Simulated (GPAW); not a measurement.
# MnGe11 (Ge24x311 Mn2 nn): parallel and opposed starts, part 2 of 2

Does MnGe11 (Ge24x311 Mn2 nn) prefer parallel or opposed moments, or none?

GPAW 26.7.0; PBE with U = 4 eV on Mn d; plane waves with GPAW's PAW setups, scalar-relativistic.

So far. Step 2 (Order 1, typed as ferro ++): After 30 cycles the largest moment stands at 4.27 μB.

### 3. Start 2: antiferro +-

Reversing part of the moments tests the sign of the couplings between them.

Contents of order2.py:

```python
import json
import numpy as np
from ase import Atoms
from ase.parallel import paropen, parprint
from gpaw import GPAW

atoms = Atoms(['Mn', 'Mn', 'Ge', 'Ge', 'Ge', 'Ge', 'Ge', 'Ge', 'Ge', 'Ge', 'Ge', 'Ge', 'Ge', 'Ge', 'Ge', 'Ge', 'Ge', 'Ge', 'Ge', 'Ge', 'Ge', 'Ge', 'Ge', 'Ge'],
    cell=[[16.974, 0.0, 0.0],
         [0.0, 5.658, 0.0],
         [0.0, 0.0, 5.658]],
    scaled_positions=[[0.0, 0.0, 0.0],
         [0.083333, 0.25, 0.25],
         [0.0, 0.5, 0.5],
         [0.083333, 0.75, 0.75],
         [0.166667, 0.0, 0.5],
         [0.25, 0.25, 0.75],
         [0.166667, 0.5, 0.0],
         [0.25, 0.75, 0.25],
         [0.333333, 0.0, 0.0],
         [0.416667, 0.25, 0.25],
         [0.333333, 0.5, 0.5],
         [0.416667, 0.75, 0.75],
         [0.5, 0.0, 0.5],
         [0.583333, 0.25, 0.75],
         [0.5, 0.5, 0.0],
         [0.583333, 0.75, 0.25],
         [0.666667, 0.0, 0.0],
         [0.75, 0.25, 0.25],
         [0.666667, 0.5, 0.5],
         [0.75, 0.75, 0.75],
         [0.833333, 0.0, 0.5],
         [0.916667, 0.25, 0.75],
         [0.833333, 0.5, 0.0],
         [0.916667, 0.75, 0.25]],
    pbc=True,
    magmoms=[4.5, -4.5, 0.0, 0.0, 0.0, 0.0, 0.0, 0.0, 0.0, 0.0, 0.0, 0.0, 0.0, 0.0, 0.0, 0.0, 0.0, 0.0, 0.0, 0.0, 0.0, 0.0, 0.0, 0.0])
atoms.calc = GPAW(mode={'name': 'pw', 'ecut': 450},
    xc='PBE',
    kpts={'size': (2, 5, 5), 'gamma': True},
    occupations={'name': 'fermi-dirac', 'width': 0.05},
    convergence={'density': 1e-05, 'energy': 1e-05},
    maxiter=200,
    mixer={'name': 'pulay', 'beta': 0.05, 'nmaxold': 6, 'weight': 50},
    setups={'Mn': ':d,4.0'},
    symmetry={'tolerance': 1e-4},
    txt='order2.txt')
e = atoms.get_potential_energy(force_consistent=True)
res = {'free_energy': e, 'energy_sigma0': atoms.get_potential_energy(), 'fermi_energy': atoms.calc.get_fermi_level()}
res['moments'] = atoms.get_magnetic_moments().tolist()
res['total'] = atoms.get_magnetic_moment()
parprint('site moments (muB):', np.round(res['moments'], 3))
parprint(f"total moment: {res['total']:.3f} muB")
parprint(f'free energy: {e:.6f} eV')
atoms.calc.write('order2.gpw')
with paropen('results.json', 'w') as f:
    json.dump(res, f)
```

Started as:

```sh
$ OMP_NUM_THREADS=1 mpirun -n 4 gpaw python order2.py > order2.log
```

Numbers of over 12 decimals in the logs are rounded to 6 here.

The log of the run:

```text
site moments (muB): [ 4.196e+00 -4.196e+00  2.900e-02 -2.900e-02  5.400e-02  2.000e-03
  5.400e-02  2.000e-03  6.000e-03  1.000e-03  4.000e-03  0.000e+00
  1.000e-03 -1.000e-03  1.000e-03 -1.000e-03 -1.000e-03 -6.000e-03
 -0.000e+00 -4.000e-03 -2.000e-03 -5.400e-02 -2.000e-03 -5.400e-02]
total moment: 0.000 muB
free energy: -112.095727 eV

--- order2.txt ---
Input parameters:
  mode=PW(ecut=450),
  convergence={'density': 1e-05, 'energy': 1e-05},
  kpts=MonkhorstPack(size=(2, 5, 5), gamma=True),
  maxiter=200,
  mixer=Pulay(name='pulay', nmaxold=6, beta=0.05, weight=50, sigma=0.015, g_ss=None),
  occupations=Occupations(name='fermi-dirac', width=0.05),
  setups={'Mn': ':d,4.0'},
  symmetry=Symmetry(tolerance=0.0001),
  xc=XC(name='PBE')

Diagonalizing LCAO Hamiltonian
Converting LCAO to pw mode
    .-----------------------------------------.
   /|                                         |
  / |  Ge            Ge            Ge         |
 *  |                                         |
 |  |       Ge            Ge            Ge    |
 | Ge           Ge             Ge             |
 |  |   Ge    Ge      Ge    Ge      Ge    Ge  |
 |  .-----------------------------------------.
 | / Mn   Ge       Ge  Ge        Ge  Ge      /
 |/                                         /
 Mn------------Ge------------Ge------------*

Atoms  # Å, Bohr magnetons
|    | symbol |         x |        y |        z |    initial magnetic moments |
|----|--------|-----------|----------|----------|-----------------------------|
|  0 |     Mn |  0.000000 | 0.000000 | 0.000000 | ( 0.0000,  0.0000,  4.5000) |
|  1 |     Mn |  1.414494 | 1.414500 | 1.414500 | ( 0.0000,  0.0000, -4.5000) |
|  2 |     Ge |  0.000000 | 2.829000 | 2.829000 | ( 0.0000,  0.0000,  0.0000) |
|  3 |     Ge |  1.414494 | 4.243500 | 4.243500 | ( 0.0000,  0.0000,  0.0000) |
|  4 |     Ge |  2.829006 | 0.000000 | 2.829000 | ( 0.0000,  0.0000,  0.0000) |
|  5 |     Ge |  4.243500 | 1.414500 | 4.243500 | ( 0.0000,  0.0000,  0.0000) |
|  6 |     Ge |  2.829006 | 2.829000 | 0.000000 | ( 0.0000,  0.0000,  0.0000) |
|  7 |     Ge |  4.243500 | 4.243500 | 1.414500 | ( 0.0000,  0.0000,  0.0000) |
|  8 |     Ge |  5.657994 | 0.000000 | 0.000000 | ( 0.0000,  0.0000,  0.0000) |
|  9 |     Ge |  7.072506 | 1.414500 | 1.414500 | ( 0.0000,  0.0000,  0.0000) |
| 10 |     Ge |  5.657994 | 2.829000 | 2.829000 | ( 0.0000,  0.0000,  0.0000) |
| 11 |     Ge |  7.072506 | 4.243500 | 4.243500 | ( 0.0000,  0.0000,  0.0000) |
| 12 |     Ge |  8.487000 | 0.000000 | 2.829000 | ( 0.0000,  0.0000,  0.0000) |
| 13 |     Ge |  9.901494 | 1.414500 | 4.243500 | ( 0.0000,  0.0000,  0.0000) |
| 14 |     Ge |  8.487000 | 2.829000 | 0.000000 | ( 0.0000,  0.0000,  0.0000) |
| 15 |     Ge |  9.901494 | 4.243500 | 1.414500 | ( 0.0000,  0.0000,  0.0000) |
| 16 |     Ge | 11.316006 | 0.000000 | 0.000000 | ( 0.0000,  0.0000,  0.0000) |
| 17 |     Ge | 12.730500 | 1.414500 | 1.414500 | ( 0.0000,  0.0000,  0.0000) |
| 18 |     Ge | 11.316006 | 2.829000 | 2.829000 | ( 0.0000,  0.0000,  0.0000) |
| 19 |     Ge | 12.730500 | 4.243500 | 4.243500 | ( 0.0000,  0.0000,  0.0000) |
| 20 |     Ge | 14.144994 | 0.000000 | 2.829000 | ( 0.0000,  0.0000,  0.0000) |
| 21 |     Ge | 15.559506 | 1.414500 | 4.243500 | ( 0.0000,  0.0000,  0.0000) |
| 22 |     Ge | 14.144994 | 2.829000 | 0.000000 | ( 0.0000,  0.0000,  0.0000) |
| 23 |     Ge | 15.559506 | 4.243500 | 1.414500 | ( 0.0000,  0.0000,  0.0000) |

Unit cell  # Å
| periodic |         x |        y |        z |   lengths |    angles |
|----------|-----------|----------|----------|-----------|-----------|
|      yes | 16.974000 | 0.000000 | 0.000000 | 16.974000 | 90.000000 |
|      yes |  0.000000 | 5.658000 | 0.000000 |  5.658000 | 90.000000 |
|      yes |  0.000000 | 0.000000 | 5.658000 |  5.658000 | 90.000000 |

Number of symmetries: 2

BZ-sampling:
  Number of BZ points: 50
  Number of IBZ points: 18

  Monkhorst-Pack size: [2, 5, 5]
  Monkhorst-Pack shift: [0.25, 0.0, 0.0]

Plane wave coefficients: 11808
Cutoff: 450.000000 eV

Spin-components: 2 (collinear spins)
Bands:           75
Projectors:      122
Spin-degeneracy: 1
Datatype:        complex128

Parallelization:
  kpt:    4
  domain: 1
  band:   1

Density:
  Valence electrons: 118.0
  Components: 2
  Grid points: [84 28 28]
  Charge: 0.0  # |e|

Potential:
  Grid points: [84 28 28]

[... setups left out ...]
Reference energy: -1319176.208901  # eV

eigensolver:
  PPCG
  Converge bands: occupied
  niter=2

density mixing:
  Pulay-Mixer
  Linear mixing parameters: 0.05
  Old densities: 6
  Fourier metric: weight=50, sigma=0.015

occupation numbers:
  Fermi-Dirac:
    width: 0.0500  # eV

poisson solver:
  ecut: 3600.000000  # eV

xc functional:
  name: PBE with 2 nearest neighbor stencil

convergence criteria:
- Maximum integral of absolute [dens]ity change: 1e-05 electrons / valence electron
- Maximum [total energy] change in last 3 cyles: 1e-05 eV / valence electron
- Maximum integral of absolute [eigenst]ate change: 4e-08 eV^2 / valence electron
maximum number of iterations: 200

SCF iterations
|iter     |      energy | eigst |  dens |  magmom |
|---------|-------------|-------|-------|---------|
|iter:   1|       0s | -112.337475 | +0.07 |       |  -0.0000|
|iter:   2|      19s | -112.277485 | -1.52 | -0.96 |  +0.0000|
|iter:   3|      37s | -112.193382 | -2.46 | -0.99 |  +0.0000|
|iter:   4|      56s | -112.053022 | -1.61 | -1.02 |  +0.0000|
|iter:   5|      74s | -112.074805 | -2.35 | -1.40 |  +0.0000|
|iter:   6|      93s | -112.065949 | -2.78 | -1.70 |  +0.0000|
|iter:   7|     112s | -112.063359 | -2.78 | -1.89 |  +0.0000|
|iter:   8|     130s | -112.062964 | -3.92 | -2.16 |  +0.0000|
|iter:   9|     149s | -112.064796 | -3.71 | -2.26 |  +0.0000|
|iter:  10|     168s | -112.065156 | -4.88 | -2.50 |  +0.0000|
|iter:  11|     187s | -112.066033 | -4.54 | -2.55 |  +0.0000|
|iter:  12|     206s | -112.066049c| -5.62 | -2.69 |  +0.0000|
|iter:  13|     225s | -112.066477c| -5.52 | -2.70 |  +0.0000|
|iter:  14|     244s | -112.066948c| -5.31 | -2.79 |  +0.0000|
|iter:  15|     263s | -112.067079c| -5.82 | -2.99 |  +0.0000|
|iter:  16|     282s | -112.067337c| -5.26 | -3.06 |  +0.0000|
|iter:  17|     301s | -112.067410c| -6.09 | -3.26 |  +0.0000|
|iter:  18|     319s | -112.067479c| -6.41 | -3.33 |  +0.0000|
|iter:  19|     338s | -112.067584c| -5.80 | -3.41 |  +0.0000|
|iter:  20|     357s | -112.067643c| -5.84 | -3.66 |  +0.0000|
|iter:  21|     376s | -112.067646c| -7.20 | -3.97 |  +0.0000|
|iter:  22|     394s | -112.067661c| -6.71 | -4.00 |  +0.0000|
|iter:  23|     404s | -112.067663c| -7.62c| -4.31 |  +0.0000|
|iter:  24|     413s | -112.067665c| -7.55c| -4.38 |  +0.0000|
|iter:  25|     422s | -112.067667c| -7.55c| -4.56 |  +0.0000|
|iter:  26|     431s | -112.067668c| -7.66c| -4.72 |  +0.0000|
|iter:  27|     440s | -112.067668c| -7.76c| -4.93 |  +0.0000|
|iter:  28|     450s | -112.067669c| -8.27c| -4.97 |  +0.0000|
|iter:  29|     459s | -112.067669c| -8.33c| -5.04c|  +0.0000|

Converged in 29 steps
Energy contributions relative to reference atoms: (reference = -1319176.208901)

Energy contributions:
  Kinetic:         333.041328
  Coulomb:        -293.899061
  Zero:              0.311033
  External:          0.000000
  Xc:             -151.492910
  Entropy:          -0.056117
  Spinorbit:         0.000000
  ----------------------------
  Free energy:    -112.095727
  Extrapolated:   -112.067669

dipole moment: (-93.914195, -105.056973, -105.056973)  # |e|*Ang

Total magnetic moment: (0.000000, 0.000000, 0.000012)

Local magnetic moments
|        x |        y |         z |
|----------|----------|-----------|
| 0.000000 | 0.000000 |  4.196495 |  # Mn   0
| 0.000000 | 0.000000 | -4.196498 |  # Mn   1
| 0.000000 | 0.000000 |  0.028539 |  # Ge   2
| 0.000000 | 0.000000 | -0.028538 |  # Ge   3
| 0.000000 | 0.000000 |  0.054092 |  # Ge   4
| 0.000000 | 0.000000 |  0.002062 |  # Ge   5
| 0.000000 | 0.000000 |  0.054092 |  # Ge   6
| 0.000000 | 0.000000 |  0.002062 |  # Ge   7
| 0.000000 | 0.000000 |  0.005860 |  # Ge   8
| 0.000000 | 0.000000 |  0.000516 |  # Ge   9
| 0.000000 | 0.000000 |  0.003666 |  # Ge  10
| 0.000000 | 0.000000 |  0.000486 |  # Ge  11
[...]
| 0.000000 | 0.000000 | -0.000516 |  # Ge  16
| 0.000000 | 0.000000 | -0.005860 |  # Ge  17
| 0.000000 | 0.000000 | -0.000487 |  # Ge  18
| 0.000000 | 0.000000 | -0.003666 |  # Ge  19
| 0.000000 | 0.000000 | -0.002062 |  # Ge  20
| 0.000000 | 0.000000 | -0.054090 |  # Ge  21
| 0.000000 | 0.000000 | -0.002062 |  # Ge  22
| 0.000000 | 0.000000 | -0.054090 |  # Ge  23

Fermi level: 5.444
Eigenvalues  # (at kpt = [0.000, 0.000, 0.000])
| band index |      eig [eV] | occ [0-1] |      eig [eV] | occ [0-1] |
|------------|---------------|-----------|---------------|-----------|
|          0 |       -76.404 |     1.000 |       -76.404 |     1.000 |
|        ... |               |           |               |           |
|         50 |         3.703 |     1.000 |         3.703 |     1.000 |
|         51 |         3.891 |     1.000 |         3.891 |     1.000 |
|         52 |         3.896 |     1.000 |         3.896 |     1.000 |
|         53 |         4.195 |     1.000 |         4.195 |     1.000 |
|         54 |         4.642 |     1.000 |         4.642 |     1.000 |
|         55 |         4.751 |     1.000 |         4.751 |     1.000 |
|         56 |         5.282 |     0.962 |         5.282 |     0.962 |
|         57 |         5.294 |     0.952 |         5.294 |     0.952 |
|         58 |         5.926 |     0.000 |         5.926 |     0.000 |
|         59 |         6.073 |     0.000 |         6.073 |     0.000 |
|         60 |         6.341 |     0.000 |         6.341 |     0.000 |
|         61 |         6.411 |     0.000 |         6.411 |     0.000 |
|         62 |         6.464 |     0.000 |         6.464 |     0.000 |
|         63 |         6.477 |     0.000 |         6.477 |     0.000 |
|         64 |         6.526 |     0.000 |         6.526 |     0.000 |
|         65 |         6.678 |     0.000 |         6.678 |     0.000 |
|        ... |               |           |               |           |
|         74 |         8.015 |     0.000 |         8.015 |     0.000 |

No gap
No difference between direct/indirect transitions
```

Run time: 8.1 min. Hardware: 4 MPI ranks of Arm Neoverse V1, shared host; peak memory 2 GiB.

Spin moment in the augmentation sphere by atom:

```
atom  spin moment in the augmentation sphere (μB)
 Mn1                                         4.20
 Mn2                                        -4.20
 Ge3                                         0.03
 Ge4                                        -0.03
 Ge5                                         0.05
 Ge6                                         0.00
 Ge7                                         0.05
 Ge8                                         0.00
 Ge9                                         0.01
Ge10                                         0.00
Ge11                                         0.00
Ge12                                         0.00
Ge13                                         0.00
Ge14                                         0.00
Ge15                                         0.00
Ge16                                         0.00
Ge17                                         0.00
Ge18                                        -0.01
Ge19                                         0.00
Ge20                                         0.00
Ge21                                         0.00
Ge22                                        -0.05
Ge23                                         0.00
Ge24                                        -0.05
```

This step gave:

```yaml
magnetization: 0 μB
final_state: antiferromagnetic
```

It lies 207 meV a seeded atom under the first start, and its largest moment is 4.20 μB against 4.27 μB.

### 4. Energies of the orders

These are free energies at a smearing of 0.05 eV, so its entropy term is in the differences. They are divided by the number of seeded atoms, so that cells of unlike size compare.

Orders:

```
       start        final state  typed order kept  energy over the lowest (meV a seeded atom)  largest site moment (μB)  net moment (μB a primitive cell)  mesh matched  CPU time (s)
    ferro ++      ferromagnetic               yes                                       206.7                     4.269                              8.46           yes          2200
antiferro +-  antiferromagnetic               yes                                           0                     4.197                                 0           yes          1945
```

### 5. What came out

```yaml
lowest_state_found: antiferromagnetic (typed antiferro +-)
largest_site_moment: 4.20 μB
next_state: ferromagnetic, 207 meV a seeded atom higher
```

The lowest state found is antiferromagnetic, reached from the start antiferro +-, with moments up to 4.20 μB. The next state costs 207 meV a seeded atom. This is the lowest of 2 finished starts, no proof of the ground state.

[Logs and program files are shortened in this print: banners, set-up blocks, solver, clock and traceback lines can be left out without a mark of their own.]

[Logs are printed without paths, hosts, clocks, repeated set-up lines and the standing remarks that a program may print on its own settings, such as how far it seeks lower states.]

[Hosts, paths, dates, database ids (printed as entryN), source tags and the programs' standing remarks are cut or masked in the printed files.]

[Where a cell is said to come from a database of computed structures, the database is the Materials Project.]
